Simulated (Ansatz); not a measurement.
# SrTiSe3 (built on the sites of a database entry of CaTiO3): the cell at rest

Wanted: the relaxed cell of SrTiSe3 (built on the sites of a database entry of CaTiO3).

Main program and level: Ansatz 0.2.0; DFT LDA, scalar-relativistic, plane waves, PAW.

The structure was built from a prototype and need not be the compound's stable phase.

**1. The starting structure**

The structure is cubic, space group Pm-3m (No. 221). The conventional cell has a = 4.420 Å, b = 4.420 Å, c = 4.420 Å, α = 90.00°, β = 90.00°, γ = 90.00°. Nearest to Sr lie 12 Se at 3.13 Å. Nearest to Ti lie 6 Se at 2.21 Å. Nearest to Se lie 2 Ti at 2.21 Å and 4 Sr at 3.13 Å. Farther neighbours and most contacts between anions are not listed.

Coordinates:

```cif
data_structure
_symmetry_space_group_name_H-M 'P 1'
_symmetry_Int_Tables_number 1
_cell_length_a 4.4197
_cell_length_b 4.4197
_cell_length_c 4.4197
_cell_angle_alpha 90.000
_cell_angle_beta 90.000
_cell_angle_gamma 90.000
_cell_volume 86.34
loop_
_atom_site_label
_atom_site_type_symbol
_atom_site_fract_x
_atom_site_fract_y
_atom_site_fract_z
_atom_site_occupancy
Sr1 Sr 0.00000 0.00000 0.00000 1
Ti2 Ti 0.50000 0.50000 0.50000 1
Se3 Se 0.00000 0.50000 0.50000 1
Se4 Se 0.50000 0.00000 0.50000 1
Se5 Se 0.50000 0.50000 0.00000 1
```

**2. A coarse first look**

First a cheap look: the gap decides the mesh and the occupations, the pressure tells how far the cell has to move.

Contents of input.yaml:

```yaml
crystal:
  lattice:
    - [4.41973, 0.0, 0.0]
    - [0.0, 4.41973, 0.0]
    - [0.0, 0.0, 4.41973]
  atoms:
    - { symbol: Sr, position: [0.0, 0.0, 0.0] }
    - { symbol: Ti, position: [0.5, 0.5, 0.5] }
    - { symbol: Se, position: [0.0, 0.5, 0.5] }
    - { symbol: Se, position: [0.5, 0.0, 0.5] }
    - { symbol: Se, position: [0.5, 0.5, 0.0] }
kpoints:
  mp_grid: { grid: [4, 4, 4] }
hamiltonian:
  xc: lda
scf:
  occupations: { method: gaussian, width: 0.1 }
output:
  forces: true
  stress: true
  eigenvalues: true
```

Run with:

```sh
$ ansatz run input.yaml --threads 8 --pin off --max-ram 14336MiB --backend cpu --events-out ev --progress --plain --runs-dir out
```

Numbers of over 12 decimals in the logs are rounded to 6 here.

Output:

```text
Engine: ansatz 0.2.0, aarch64-unknown-linux-gnu
Pseudopotentials: kind: paw
Pseudopotential: Sr, paw, valence charge 10, recommended cutoff 420 eV (normal), Sr.paw.azcp
Pseudopotential: Ti, paw, valence charge 12, recommended cutoff 420 eV (normal), Ti.paw.azcp
Pseudopotential: Se, paw, valence charge 16, recommended cutoff 420 eV (normal), Se.paw.azcp
Functional definition: SPW92
  exchange = slater_x
[...]
k-point 0: bands = [... 31 lower, 12.7557, 13.6554, 13.6554, 13.6554, 15.0945, 15.0945, 15.0945, 15.6313, ... 3 higher]
  k-point 1: bands = [... 31 lower, 11.6727, 12.7060, 13.7791, 14.2321, 14.2321, 16.0581, 16.0581, 16.5666, ... 3 higher]
  k-point 2: bands = [... 31 lower, 10.8996, 10.9841, 13.9177, 14.1307, 14.1307, 16.8166, 17.0912, 17.0912, ... 3 higher]
  k-point 9: bands = [... 31 lower, 10.0766, 15.3969, 15.3969, 15.3969, 16.7919, 16.9641, 16.9641, 16.9641, ... 3 higher]
[key lines of the parts left out:]
SCF converged after 8 iterations
Free energy (F): -22048.051469 eV
Fermi energy:    15.045893 eV
P = ⅓ Tr σ = 42.1840 GPa (421.840 kbar)
```

Run time: 1 s. Hardware: 8 threads of Arm Neoverse V2, shared host; peak memory 0.44 GiB; 3.1 s of CPU time.

This step gave:

* pressure: 42.18 GPa
* volume per atom: 17.27 Å³
* gap on the k-mesh: 0 eV

The coarse mesh shows no gap and a pressure of 42.2 GPa.

**3. Rough relaxation**

The start is far from rest, so a relaxation with loose tolerances brings it close first.

Changes to input.yaml since step 2:

```diff
@@ -21 +21,6 @@
   eigenvalues: true
+relax:
+  adjacent_minimum: "off"
+  f_tol: 0.05
+  max_steps: 80
+  cell: { stress_tol: 0.5 }
```

Output:

```text
[...]
Crystal: 5 atoms, lattice volume = 86.335 Å³
Basis set: ecut = 420 eV, 1743 PW (Γ)
Bands: 42, of which v1, the nominal top of the filled ones, is band 35 counted from 1 (34 counted from 0)
Symmetry: 48 space group operations
[...]
k-points: 10 of 64
[...]
F+E_penalty+E_count = -22051.18660708 eV   max|allowed force component| = 8.796e-30 eV/Å   (the final SCF, on the basis selected at the relaxed cell)
  cell:  # Å, volume = 116.4759 Å³
    - [4.883659, 0, 0]
    - [0, 4.883659, 0.0]
    - [0, 0.0, 4.883659]
  atoms:
    - { symbol: Sr, position: [0, 0, 0] }
    - { symbol: Ti, position: [0.5, 0.5, 0.5] }
    - { symbol: Se, position: [0, 0.5, 0.5] }
    - { symbol: Se, position: [0.5, 0, 0.5] }
    - { symbol: Se, position: [0.5, 0.5, 0] }
[key lines of the parts left out:]
SCF converged after 6 iterations
Free energy (F): -22051.186607 eV
Fermi energy:    9.722854 eV
P = ⅓ Tr σ = 0.4046 GPa (4.046 kbar)
```

Wall time 3.1 s (8 threads); peak memory 0.53 GiB; 17 s of CPU time.

The steps of the relaxation:

| step | energy less that of the first step (eV) | largest force component (eV/Å) | pressure (GPa) | volume (Å³) |
| --- | --- | --- | --- | --- |
| 1 | 0.0000 | 0.0000 | 42.18 | 86.34 |
| 2 | -2.3304 | 0.0000 | 16.79 | 99.59 |
| 3 | -3.0337 | 0.0000 | 4.38 | 110.80 |
| 4 | -3.1059 | 0.0000 | -0.55 | 117.30 |
| 5 | -3.1074 | 0.0000 | 0.01 | 116.48 |
| 6* | -3.1351 | 0.0000 | 0.40 | 116.48 |

Relaxation steps marked * repeat the geometry before them on a plane-wave basis chosen anew for their cell, so energy and pressure can jump there.

The run keeps the 48 symmetry operations that it works with, so distortions that break them were not tested.

| conventional cell, symmetrised | before | after | change |
| --- | --- | --- | --- |
| a (Å) | 4.420 | 4.884 | +10.5 % |
| b (Å) | 4.420 | 4.884 | +10.5 % |
| c (Å) | 4.420 | 4.884 | +10.5 % |
| volume (Å³/atom) | 17.27 | 23.30 | +34.9 % |

The relaxed structure:

```xyz
5
Lattice="4.8837 0.0000 0.0000 0.0000 4.8837 0.0000 0.0000 0.0000 4.8837" Properties=species:S:1:pos:R:3 pbc="T T T"
Sr    0.0000    0.0000    0.0000
Ti    2.4418    2.4418    2.4418
Se    0.0000    2.4418    2.4418
Se    2.4418    0.0000    2.4418
Se    2.4418    2.4418    0.0000
```

Numbers from this step:

* pressure: 0.4046 GPa
* volume per atom: 23.30 Å³

In this step the volume went from 17.27 to 23.30 Å³/atom.

**4. Relaxation**

Harmonic phonons are second derivatives at a point where the forces vanish, and they are wanted at zero stress, so atoms and cell are relaxed first.

Contents of input.yaml:

```yaml
crystal:
  lattice:
    - [4.8836593507, 0.0, 0.0]
    - [0.0, 4.8836593507, 0.0]
    - [0.0, 0.0, 4.8836593507]
  atoms:
    - { symbol: Sr, position: [0.0, 0.0, 0.0] }
    - { symbol: Ti, position: [0.5, 0.5, 0.5] }
    - { symbol: Se, position: [0.0, 0.5, 0.5] }
    - { symbol: Se, position: [0.5, 0.0, 0.5] }
    - { symbol: Se, position: [0.5, 0.5, 0.0] }
kpoints:
  mp_grid: { grid: [6, 6, 6] }
hamiltonian:
  xc: lda
scf:
  occupations: { method: gaussian, width: 0.1 }
output:
  forces: true
  stress: true
  eigenvalues: true
  write_density: true
  write_potential: true
  elf: true
  volumetric_format: npy
relax:
  adjacent_minimum: "off"
  f_tol: 0.005
  max_steps: 80
  cell: { stress_tol: 0.05 }
```

Output:

```text
[...]
Crystal: 5 atoms, lattice volume = 116.476 Å³
Basis set: ecut = 420 eV, 2301 PW (Γ)
Bands: 42, of which v1, the nominal top of the filled ones, is band 35 counted from 1 (34 counted from 0)
Symmetry: 48 space group operations
[...]
k-points: 20 of 216
[...]
SCF iter   1: F=—  HF=-22051.143333 eV  |F-HF|=—  |Δ(HF+E_count)|=         —  Δρ=4.72e-3  dr2=1.36e-2  ethr=1.77e-3  ⟨swp⟩=7.6  Hψ=3459  notcnv=0
[...]
SCF iter   7: F=-22051.142031 eV  HF=-22051.142031 eV  |F-HF|=5.43e-8  |Δ(HF+E_count)|=   2.15e-7  Δρ=6.88e-6  dr2=8.72e-8  ethr=1.43e-10  ⟨swp⟩=12.1  Hψ=6577  notcnv=0
SCF 1 converged in 7 iterations: F = -22051.142031 eV  dr2 = 8.72e-8
[...]
relax step   1: F+E_penalty+E_count = -22051.14203083 eV  Δ(F+E_penalty+E_count) = +0.000e0 eV  max|allowed force component| = 2.753e-29 eV/Å  Δτ_max = 0.0000 Å  P = +0.729 GPa  Ω = 116.476 Å³  (7 SCF iters, dr2 threshold 1.00e-7 eV, accepted)
Crystal: 5 atoms, lattice volume = 117.744 Å³
Basis set: ecut = 420 eV, 2325 PW (Γ)
[...]
SCF iter   6: F=-22051.144351 eV  HF=-22051.144351 eV  |F-HF|=1.36e-9  |Δ(HF+E_count)|=   2.13e-8  Δρ=2.08e-6  dr2=5.63e-9  ethr=6.35e-11  ⟨swp⟩=6.7  Hψ=5777  notcnv=0
SCF 2 converged in 6 iterations: F = -22051.144351 eV  dr2 = 5.63e-9
[...]
relax step   2: F+E_penalty+E_count = -22051.14435110 eV  Δ(F+E_penalty+E_count) = -2.320e-3 eV  max|allowed force component| = 1.061e-29 eV/Å  Δτ_max = 0.0000 Å  P = -0.081 GPa  Ω = 117.744 Å³  energy of the carried Pulay correction = -2.126e-4 eV  (6 SCF iters, dr2 threshold 5.00e-7 eV, accepted)
Crystal: 5 atoms, lattice volume = 117.615 Å³
[...]
SCF iter   6: F=-22051.144406 eV  HF=-22051.144406 eV  |F-HF|=7.28e-12  |Δ(HF+E_count)|=  5.09e-11  Δρ=1.98e-7  dr2=5.12e-11  ethr=1.00e-12  ⟨swp⟩=5.0  Hψ=4636  notcnv=0
SCF 3 converged in 6 iterations: F = -22051.144406 eV  dr2 = 5.12e-11
relax step   3: F+E_penalty+E_count = -22051.14440581 eV  Δ(F+E_penalty+E_count) = -5.472e-5 eV  max|allowed force component| = 1.622e-29 eV/Å  Δτ_max = 0.0000 Å  P = -0.001 GPa  Ω = 117.615 Å³  energy of the carried Pulay correction = -1.911e-4 eV  (6 SCF iters, dr2 threshold 1.66e-8 eV, accepted)
[...]
SCF iter   6: F=-22051.144598 eV  HF=-22051.144598 eV  |F-HF|=3.64e-12  |Δ(HF+E_count)|=  1.09e-11  Δρ=4.94e-8  dr2=2.66e-12  ethr=1.00e-12  ⟨swp⟩=5.2  Hψ=4035  notcnv=0
SCF 4 converged in 6 iterations: F = -22051.144598 eV  dr2 = 2.66e-12
relax step   4: F+E_penalty+E_count = -22051.14459760 eV  Δ(F+E_penalty+E_count) = -1.918e-4 eV  max|allowed force component| = 1.515e-29 eV/Å  Δτ_max = 0.0000 Å  P = -0.001 GPa  Ω = 117.615 Å³  stress off target by 5.17e-4 GPa  SCF on the basis re-selected at this cell (its energy is not comparable with the rows above)  (6 SCF iters)
[...]
SCF converged after 6 iterations
Free energy (F): -22051.144598 eV
[...]
Internal energy: -22051.143286 eV  (E = F + TS)
E sigma→0 (E₀):  -22051.143942 eV
Entropy (-TS):   -0.001312 eV (-0.262 meV/atom)
Fermi energy:    9.670587 eV
[...]
--- Stress (GPa, compression-positive) ---
       -0.000517       0.000000       0.000000
        0.000000      -0.000517      -0.000000
        0.000000      -0.000000      -0.000517
  P = ⅓ Tr σ = -0.0005 GPa (-0.005 kbar)
--- Band table (eV; the first three rows and the last of 20) ---
  k-point 0: bands = [... 31 lower, 8.2728, 9.2054, 9.2054, 9.2054, 9.3916, 9.3916, 9.3916, 10.6228, ... 3 higher]
  k-point 1: bands = [... 31 lower, 7.9419, 8.3777, 9.0390, 9.0390, 9.2322, 10.0925, 10.0925, 10.6971, ... 3 higher]
  k-point 2: bands = [... 31 lower, 7.0951, 7.4480, 8.9142, 8.9142, 9.2876, 10.7549, 10.8541, 10.8541, ... 3 higher]
  k-point 19: bands = [... 31 lower, 5.9773, 9.9462, 9.9462, 9.9462, 11.1179, 11.1179, 11.1179, 11.6487, ... 3 higher]
--- Relaxed structure (3 steps of the walk, 3 accepted, 1 SCFs on fresh bases) ---
[...]
cell:  # Å, volume = 117.6150 Å³
    - [4.899528, 0, 0]
    - [0, 4.899528, 0.0]
    - [0, 0.0, 4.899528]
  atoms:
    - { symbol: Sr, position: [0, 0, 0] }
    - { symbol: Ti, position: [0.5, 0.5, 0.5] }
    - { symbol: Se, position: [0, 0.5, 0.5] }
    - { symbol: Se, position: [0.5, 0, 0.5] }
    - { symbol: Se, position: [0.5, 0.5, 0] }
```

Wall time 3.7 s (8 threads); peak memory 0.6 GiB.

The steps of the relaxation:

| step | energy less that of the first step (eV) | largest force component (eV/Å) | pressure (GPa) | volume (Å³) |
| --- | --- | --- | --- | --- |
| 1 | 0.0000 | 0.0000 | 0.73 | 116.48 |
| 2 | -0.0023 | 0.0000 | -0.08 | 117.74 |
| 3 | -0.0024 | 0.0000 | 0.00 | 117.62 |
| 4* | -0.0026 | 0.0000 | 0.00 | 117.62 |

Relaxation steps marked * repeat the geometry before them on a plane-wave basis chosen anew for their cell, so energy and pressure can jump there.

The run keeps the 48 symmetry operations that it works with, so distortions that break them were not tested.

| conventional cell, symmetrised | before | after | change |
| --- | --- | --- | --- |
| a (Å) | 4.884 | 4.900 | +0.3 % |
| b (Å) | 4.884 | 4.900 | +0.3 % |
| c (Å) | 4.884 | 4.900 | +0.3 % |
| volume (Å³/atom) | 23.30 | 23.52 | +1.0 % |

The relaxed structure:

```xyz
5
Lattice="4.8995 0.0000 0.0000 0.0000 4.8995 0.0000 0.0000 0.0000 4.8995" Properties=species:S:1:pos:R:3 pbc="T T T"
Sr    0.0000    0.0000    0.0000
Ti    2.4498    2.4498    2.4498
Se    0.0000    2.4498    2.4498
Se    2.4498    0.0000    2.4498
Se    2.4498    2.4498    0.0000
```

Numbers from this step:

```yaml
pressure: -5.17e-4 GPa
volume_per_atom: 23.52 Å³
```

ELF in the ac plane at fractional y = 0.500, with atoms of Ti and Se within 0.2 Å of it. It is the smooth field of the valence electrons, not physical close to the nuclei.

Values, 14 rows by 14 columns, each cell a mean:
```
0.04 0.07 0.23 0.58 0.76 0.74 0.46 0.34 0.60 0.78 0.71 0.43 0.13 0.05
0.15 0.11 0.14 0.39 0.68 0.77 0.74 0.71 0.77 0.75 0.57 0.26 0.11 0.13
0.48 0.35 0.20 0.22 0.47 0.67 0.72 0.73 0.71 0.60 0.34 0.18 0.26 0.43
0.74 0.67 0.48 0.26 0.21 0.29 0.34 0.35 0.32 0.26 0.21 0.34 0.57 0.71
0.78 0.78 0.71 0.46 0.14 0.15 0.36 0.42 0.27 0.11 0.26 0.60 0.75 0.78
0.50 0.69 0.77 0.58 0.19 0.44 0.57 0.54 0.58 0.27 0.32 0.71 0.77 0.60
0.18 0.52 0.77 0.61 0.25 0.59 0.34 0.15 0.54 0.42 0.35 0.73 0.71 0.34
0.32 0.60 0.78 0.60 0.22 0.53 0.47 0.34 0.57 0.36 0.34 0.72 0.74 0.46
0.71 0.76 0.75 0.53 0.15 0.27 0.53 0.59 0.44 0.15 0.29 0.67 0.77 0.74
0.78 0.74 0.61 0.34 0.16 0.15 0.22 0.25 0.19 0.14 0.21 0.47 0.68 0.76
0.63 0.51 0.30 0.20 0.34 0.53 0.60 0.61 0.58 0.46 0.26 0.22 0.39 0.58
0.27 0.19 0.14 0.30 0.61 0.75 0.78 0.77 0.77 0.71 0.48 0.20 0.14 0.23
0.07 0.07 0.19 0.51 0.74 0.76 0.60 0.52 0.69 0.78 0.67 0.35 0.11 0.07
0.03 0.07 0.27 0.63 0.78 0.71 0.32 0.18 0.50 0.78 0.74 0.48 0.15 0.04
```
Columns run along a (4.9 Å), rows up along c (4.9 Å). Atoms in or near the plane, at fractional coordinates: Ti at (0.50, 0.50), Se at (0.00, 0.50), Se at (0.50, 0.00).

Electrostatic potential energy in the ac plane at fractional y = 0.500, with atoms of Ti and Se within 0.2 Å of it. With pseudopotentials it is smooth inside the atoms' cores, unlike the true potential.

Ten even steps from '0' (-27 eV) to '9' (13 eV), each cell a mean:
```
99997467548999
99998544469999
99999866789999
88999877789998
45798633478864
64587200047745
75476100037647
75476100037646
44687411268854
67999766789987
99999877899999
99999644579999
99997455458999
99996477648999
```
Columns run along a (4.9 Å; values clipped at the 3rd and 97th percentile), rows up along c (4.9 Å). Atoms in or near the plane, at fractional coordinates: Ti at (0.50, 0.50), Se at (0.00, 0.50), Se at (0.50, 0.00).

Valence density in the ac plane at fractional y = 0.500, with atoms of Ti and Se within 0.2 Å of it. It is the smooth field of the valence electrons, not physical close to the nuclei.

Ten steps, logarithmic in the rise over the least value, from '0' (0 e/Å³) to '9' (30 e/Å³), each cell a mean:
```
00002478631000
00001245321000
00001122210000
11000111110011
32110133211123
75211466521236
97322577631258
96311467631247
53211245411124
21100112100112
00000112110000
00001233210000
00001367521000
00002599731000
```
Columns run along a (4.9 Å), rows up along c (4.9 Å). Atoms in or near the plane, at fractional coordinates: Ti at (0.50, 0.50), Se at (0.00, 0.50), Se at (0.50, 0.00).

In this step the volume went from 23.30 to 23.52 Å³/atom.

**5. Tight relaxation**

Phonons need a cell at rest on their own settings, so the relaxation is repeated with tight tolerances on forces and stress on the k mesh and occupations of the first response run.

Contents of input.yaml:

```yaml
crystal:
  lattice:
    - [4.899528169, 0.0, 0.0]
    - [0.0, 4.899528169, 0.0]
    - [0.0, 0.0, 4.899528169]
  atoms:
    - { symbol: Sr, position: [0.0, 0.0, 0.0] }
    - { symbol: Ti, position: [0.5, 0.5, 0.5] }
    - { symbol: Se, position: [0.0, 0.5, 0.5] }
    - { symbol: Se, position: [0.5, 0.0, 0.5] }
    - { symbol: Se, position: [0.5, 0.5, 0.0] }
kpoints:
  mp_grid: { grid: [6, 6, 6] }
hamiltonian:
  xc: lda
scf:
  occupations: { method: methfessel_paxton, width: 0.15 }
output:
  forces: true
  stress: true
  eigenvalues: true
relax:
  adjacent_minimum: "off"
  f_tol: 0.001
  max_steps: 60
  cell: { stress_tol: 0.01 }
```

Output:

```text
[...]
Crystal: 5 atoms, lattice volume = 117.615 Å³
Basis set: ecut = 420 eV, 2325 PW (Γ)
Bands: 42, of which v1, the nominal top of the filled ones, is band 35 counted from 1 (34 counted from 0)
Symmetry: 48 space group operations
[...]
k-points: 20 of 216
[...]
--- Relaxed structure (1 steps of the walk, 1 accepted, 1 SCFs on fresh bases) ---
[...]
cell:  # Å, volume = 117.6150 Å³
    - [4.899528169, 0.0, 0.0]
    - [0.0, 4.899528169, 0.0]
    - [0.0, 0.0, 4.899528169]
  atoms:
    - { symbol: Sr, position: [0.0, 0.0, 0.0] }
    - { symbol: Ti, position: [0.5, 0.5, 0.5] }
    - { symbol: Se, position: [0.0, 0.5, 0.5] }
    - { symbol: Se, position: [0.5, 0.0, 0.5] }
    - { symbol: Se, position: [0.5, 0.5, 0.0] }
[key lines of the parts left out:]
SCF converged after 6 iterations
Free energy (F): -22051.143184 eV
Fermi energy:    9.657754 eV
P = ⅓ Tr σ = -0.0061 GPa (-0.061 kbar)
```

Elapsed: 1.9 s, on 8 threads; peak memory 0.58 GiB; 13 s of CPU time.

Little changed from the start: no atom moved by 0.005 Å and no cell edge by 0.1 %.

Numbers from this step:

```yaml
pressure: -0.006059 GPa
```

The forces vanish by symmetry and the pressure is -0.006 GPa, within the tolerances set. The cell now holds 23.52 Å³/atom.

**6. Summary of results**

```yaml
space_group_after_relaxation_within_0p01_a: Pm-3m
lattice_constant_a: 4.900 Å
lattice_constant_b: 4.900 Å
lattice_constant_c: 4.900 Å
volume_per_atom: 23.5 Å³
```

In words: The forces vanish by symmetry and the pressure is -0.006 GPa, within the tolerances set. The cell now holds 23.52 Å³/atom. The relaxation keeps the symmetry of its start, so it says nothing on stability against lower symmetry. The starting cell was built on a prototype and not taken from a measurement, so the phase need not exist.

[Logs are printed without paths, hosts, clocks, repeated set-up lines and the standing remarks that a program may print on its own settings, such as how far it seeks lower states.]

[Hosts, paths, dates, database ids (printed as entryN), source tags and the programs' standing remarks are cut or masked in the printed files.]
